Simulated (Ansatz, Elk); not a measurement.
# Ti2Mn: X-ray structure factors from the self-consistent density

The structure of Ti2Mn used here is made up (a known structure type with other elements) and was relaxed beforehand with PBEsol. The aim is the Fourier transform of its all-electron density, F(hkl), set beside the sum over free spherical atoms that refinements use.

Calculated with Elk 11.2.3 (patched build); DFT, PBE, all-electron APW+lo, Dirac cores, scalar-relativistic bands, static density, no spin.

This account leaves out most program logs.

The structure was built from a prototype and need not be the compound's stable phase.

## (1) The structure

The structure is tetragonal, space group I4/mcm (No. 140). The conventional cell has a = 5.779 Å, b = 5.779 Å, c = 5.271 Å, α = 90.00°, β = 90.00°, γ = 90.00°. Mn has 8 Ti at 2.51 Å and 2 Mn at 2.64 Å nearest. Nearest to Ti lie 4 Mn at 2.51 Å. Farther neighbours are not listed.

## (2) Ground state and structure factors

An all-electron density is needed, since X-rays see the cores too. Task 0 finds the density and task 195 Fourier-transforms it; tshift is off so that phases refer to the origin typed.

File elk.in:

```
tasks
  0
  195

xctype
  20

spinpol
  .false.

rgkmax
  7.0

gmaxvr
  14.0

lmaxo
  7

lmaxapw
  8

swidth
  0.002

tshift
  .false.

ramdisk
  .false.

hmaxvr
  5.5

maxscl
  120

epspot
  1e-06

sppath
  './'

avec
  -5.45999788527 5.45999788527 4.98042868750
  5.45999788527 -5.45999788527 4.98042868750
  5.45999788527 5.45999788527 -4.98042868750

atoms
  2
  'Mn.in'
  2
  0.7500000000 0.7500000000 -0.0000000000   0.000000 0.000000 0.000000
  0.2500000000 0.2500000000 -0.0000000000   0.000000 0.000000 0.000000
  'Ti.in'
  4
  0.8247424148 0.6752575852 0.5000000000   0.000000 0.000000 0.000000
  0.3247424148 0.8247424148 0.1494848296   0.000000 0.000000 0.000000
  0.1752575852 0.3247424148 0.5000000000   0.000000 0.000000 0.000000
  0.6752575852 0.1752575852 0.8505151704   0.000000 0.000000 0.000000

ngridk
  6 6 6
```

On the command line:

```
$ OMP_NUM_THREADS=4 elk
```

The job ended after 38 s (4 threads of Arm Neoverse V2, shared host; peak memory 0.22 GiB).

SFACRHO.OUT:

```text

h k l indices transformed by vhmat matrix:
   1.000000000       0.000000000       0.000000000    
   0.000000000       1.000000000       0.000000000    
   0.000000000       0.000000000       1.000000000    

      h      k      l  multipl.   |H|            Re(F)            Im(F)           |F|

      0      0      0      1   0.0000000       138.00000     -0.74258212E-17   138.00000    
      1     -1      0      4  0.81371514       28.921765     -0.27928593E-14   28.921765    
      0     -1      1      8  0.85379105      0.72117384E-14 -0.12362980E-13  0.14312667E-13
     -1      1     -1      4   1.1507670      0.25671327     -0.61814900E-14  0.25671327    
      1      1     -1      2   1.2615752       26.333209      0.15202184E-13   26.333209    
      0     -1     -1      8   1.4329075       44.423926      0.20604967E-14   44.423926    
     -1      0     -1      8   1.4329075      -44.423926      0.30907450E-14   44.423926    
      1      1     -2      8   1.5012343      -48.343968     -0.45330927E-13   48.343968    
      0      0     -2      4   1.6274303       54.851127      0.39149437E-13   54.851127    
     -2      0      2      8   1.7075821      -67.564423      0.22665463E-13   67.564423    
      1     -1      2      4   1.8195224       57.463068     -0.14423477E-13   57.463068    
     -2      2     -1      4   1.8195224       57.463068     -0.41209933E-14   57.463068    
     -1      2     -2      8   1.8377945      0.61814900E-14 -0.37604064E-13  0.38108745E-13
     -2     -1      1      8   1.9779037      0.61814900E-14  0.20604967E-14  0.65158626E-14
      3     -1     -1      8   2.0591506      -12.757707      0.13789179E-13   12.757707    
      3     -2     -1      8   2.1683526      -6.5345042      -0.0000000       6.5345042    
     -1      0      3      8   2.1683526       6.5345042      0.36058692E-13   6.5345042    
      2      0     -3      8   2.2140988      -7.3930263      0.22665463E-13   7.3930263
```

Elk indexes on the primitive cell of elk.in and gives |H| = 4π sin θ/λ in inverse bohr. Below, one row stands for each form hkl of the conventional cell (m members, Friedel mates merged), F is for one primitive cell and the density is static (no thermal factor). Free-atom factors are Waasmaier and Kirfel's, and R is Σm||F|−|F'||/Σm|F|.

| hkl | m | sin θ/λ (Å⁻¹) | abs F, DFT | neutral atoms | diff. |
| --- | --- | --- | --- | --- | --- |
| 110 | 4 | 0.122 | 28.922 | 28.322 | +0.600 |
| 101 | 8 | 0.128 | 0.000 | 0.000 | +0.000 |
| 200 | 4 | 0.173 | 0.257 | 0.008 | +0.249 |
| 002 | 2 | 0.190 | 26.333 | 26.715 | -0.382 |
| 211 | 16 | 0.215 | 44.424 | 44.848 | -0.424 |
| 112 | 8 | 0.226 | 48.344 | 48.827 | -0.483 |
| 220 | 4 | 0.245 | 54.851 | 55.599 | -0.748 |
| 202 | 8 | 0.257 | 67.564 | 68.251 | -0.686 |
| 310 | 8 | 0.274 | 57.463 | 58.077 | -0.614 |
| 301 | 8 | 0.276 | 0.000 | 0.000 | +0.000 |
| 103 | 8 | 0.297 | 0.000 | 0.000 | +0.000 |
| 222 | 8 | 0.310 | 12.758 | 12.972 | -0.214 |
| 321 | 16 | 0.326 | 6.535 | 6.522 | +0.012 |
| 312 | 16 | 0.333 | 7.393 | 7.576 | -0.183 |
| 213 | 16 | 0.344 | 34.843 | 34.810 | +0.033 |
| 400 | 4 | 0.346 | 14.005 | 14.324 | -0.319 |
| 330 | 4 | 0.367 | 17.451 | 17.269 | +0.181 |
| 411 | 16 | 0.369 | 39.118 | 39.138 | -0.020 |
| 004 | 2 | 0.379 | 72.136 | 72.259 | -0.123 |
| 303 | 8 | 0.385 | 0.000 | 0.000 | +0.000 |
| 420 | 8 | 0.387 | 34.709 | 34.680 | +0.029 |
| 402 | 8 | 0.395 | 39.579 | 39.611 | -0.032 |

## (3) The highest occupied states alone

An energy window below the Fermi level keeps the highest occupied states, to see at which angles they scatter; shallow core shells can lie inside it and anion s states outside. No new self-consistency is needed.

Edit elk.in of step 2 so:

```diff
@@ -1,3 +1,2 @@
 tasks
-  0
   195
@@ -40,2 +39,5 @@
 
+wsfac
+  -0.049120 0.618370
+
 sppath
```

On the command line:

```
$ OMP_NUM_THREADS=4 elk
```

Elapsed: 8.4 s, on 4 threads; peak memory 0.16 GiB; 11 s of CPU time.

States within 10 eV below the Fermi level hold 30.00 electrons; any levels below the window count with the cores. Their amplitudes can exceed the total, where window and core parts have opposite phase:

| hkl | sin θ/λ (Å⁻¹) | abs F, window | abs F, all |
| --- | --- | --- | --- |
| 110 | 0.122 | 8.382 | 28.922 |
| 101 | 0.128 | 0.000 | 0.000 |
| 200 | 0.173 | 4.731 | 0.257 |
| 002 | 0.190 | 3.001 | 26.333 |
| 211 | 0.215 | 1.944 | 44.424 |
| 112 | 0.226 | 5.682 | 48.344 |
| 220 | 0.245 | 5.240 | 54.851 |
| 202 | 0.257 | 5.552 | 67.564 |
| 310 | 0.274 | 4.780 | 57.463 |
| 301 | 0.276 | 0.000 | 0.000 |

## (4) Another functional

The difference from free atoms is small, so it is set against the change that LDA (Perdew-Wang) makes.

Edit elk.in of step 3 so:

```diff
@@ -1,2 +1,3 @@
 tasks
+  0
   195
@@ -4,3 +5,3 @@
 xctype
-  20
+  3
 
@@ -39,5 +40,2 @@
 
-wsfac
-  -0.049120 0.618370
-
 sppath
```

On the command line:

```
$ OMP_NUM_THREADS=4 elk
```

It took 24 s on 4 threads; peak memory 0.16 GiB; 76 s of CPU time.

Against the first run R = 0.05 %; the largest change is -0.065 at 004.

## (5) Basis size

The basis and the expansions that go with it are enlarged, to see whether the differences are converged.

Edit elk.in of step 4 so:

```diff
@@ -5,3 +5,3 @@
 xctype
-  3
+  20
 
@@ -11,12 +11,12 @@
 rgkmax
-  7.0
+  8.5
 
 gmaxvr
-  14.0
+  18.0
 
 lmaxo
-  7
+  9
 
 lmaxapw
-  8
+  10
```

On the command line:

```
$ OMP_NUM_THREADS=4 elk
```

The job ended after 91 s (4 threads; peak memory 0.4 GiB).

Against the first run R = 0.02 %; the largest change is -0.015 at 332.

## (6) Settings against the effect

| run | R against the first run (%) | R against neutral atoms, low angle (%) | wall time |
| --- | --- | --- | --- |
| PBE, rgkmax 7 | 0.00 | 1.13 | 38 s |
| LDA (Perdew-Wang) | 0.05 | 1.14 | 24 s |
| rgkmax 8.5 with larger expansions | 0.02 | 1.12 | 91 s |

## (7) Results

| Quantity | Value |
| --- | --- |
| R against neutral atoms, sin θ/λ < 0.3 Å⁻¹ | 1.13 % |
| R against neutral atoms, 0.3 to 0.83 Å⁻¹ | 0.33 % |

**Reading.** Independent neutral atoms miss the calculated amplitudes by R = 1.13 % below 0.3 Å⁻¹ and 0.33 % from there to 0.83 Å⁻¹; by shells, 2.07 % below 0.15 Å⁻¹ (1 form), 1.09 % 0.15 to 0.3 (7 forms), 0.42 % 0.3 to 0.45 (17 forms), 0.32 % above 0.45 (103 forms). Bonding, aspherical density and the tables' own atoms all enter these figures, and the runs don't part them. The largest change of an amplitude is -0.75 electrons, at 220. Weak lines can change much in proportion: 200 goes from 0.01 to 0.26. The window's part falls from 30.0 electrons at the origin to at most 1.93 between 0.45 and 0.83 Å⁻¹, where compact states inside the window still scatter. Below 0.3 Å⁻¹ the changes that finished (LDA (Perdew-Wang) and rgkmax 8.5 with larger expansions) move F by R = 0.03 % at most, against the 1.13 % that separates it from free atoms. The k-mesh has no finished test. These runs have no spin, though d or f shells may be open. Part of the difference isn't bonding: the tables are fits to free atoms and ions calculated by other methods than this functional. Thermal motion, anomalous dispersion and extinction are left out.

[Logs are printed without paths, hosts, clocks, repeated set-up lines and the standing remarks that a program may print on its own settings, such as how far it seeks lower states.]

[Hosts, paths, dates, database ids (printed as entryN), source tags and the programs' standing remarks are cut or masked in the printed files.]
